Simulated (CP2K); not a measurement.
Trifluoroacetic acid has these distinct C atoms: C2 (bonded to C and 2 O) and C4 (bonded to C and 3 F).

```xyz
8

O     1.2241   -0.8369    0.3761
C     0.6008    0.2890   -0.0486
O     1.1207    1.3409   -0.3501
C    -0.9314    0.0276   -0.0849
F    -1.3775   -0.3271    1.1540
F    -1.5913    1.1320   -0.4824
F    -1.2312   -0.9829   -0.9476
H     2.1859   -0.6425    0.3836
```

Their partial C K spectra (CP2K XAS_TDP, all-electron GAPW, PBEh(45%), aug-cc-pVDZ, TDA, GW2X-corrected core level, no relativity) are given in random order, each times the number of alike atoms.

Gaussian full width 0.5 eV, oscillator strength per eV, alike atoms added, rows of zeros left out:

```csv
E (eV),curve 1,curve 2
289.75,0.000,0.002
290.00,0.000,0.026
290.25,0.000,0.108
290.50,0.000,0.116
290.75,0.000,0.031
291.00,0.000,0.002
295.25,0.004,0.001
295.50,0.031,0.004
295.75,0.067,0.006
296.00,0.036,0.002
296.25,0.005,0.000
296.75,0.001,0.003
297.00,0.025,0.010
297.25,0.117,0.025
297.50,0.142,0.052
297.75,0.044,0.046
298.00,0.006,0.018
298.25,0.033,0.010
298.50,0.089,0.032
298.75,0.062,0.061
299.00,0.017,0.041
299.25,0.056,0.019
299.50,0.129,0.036
299.75,0.078,0.055
300.00,0.020,0.033
300.25,0.039,0.011
300.50,0.051,0.004
300.75,0.028,0.008
301.00,0.014,0.016
301.25,0.007,0.009
301.50,0.008,0.002
301.75,0.005,0.003
302.00,0.005,0.003
302.25,0.009,0.007
302.50,0.006,0.012
302.75,0.002,0.016
303.00,0.001,0.020
303.25,0.001,0.015
303.50,0.001,0.004
303.75,0.001,0.003
304.00,0.001,0.005
304.25,0.001,0.013
```

Question: Which curve belongs to which atom?

Curve 1: C4 (bonded to C and 3 F), leading line at 295.76 eV (f = 0.036 an atom), ionisation energy 300.99 eV, term value 5.23 eV. Curve 2: C2 (bonded to C and 2 O), leading line at 290.39 eV (f = 0.071 an atom), ionisation energy 298.27 eV, term value 7.88 eV. The leading line of an atom is its first one with 35 % of the strongest within 2.5 eV of its lowest line over the strength cut. A line lies at the core ionisation energy, which rises as an atom loses charge to its neighbours or to a π system, less the term value, which is large for a low π* or σ* orbital with weight on that atom.

[Banner, clock and machine lines of the logs are left out without a mark of their own.]

[Logs are printed without paths, hosts, clocks, repeated set-up lines and the standing remarks that a program may print on its own settings, such as how far it seeks lower states.]

[Hosts, paths, dates, database ids (printed as entryN), source tags and the programs' standing remarks are cut or masked in the printed files.]
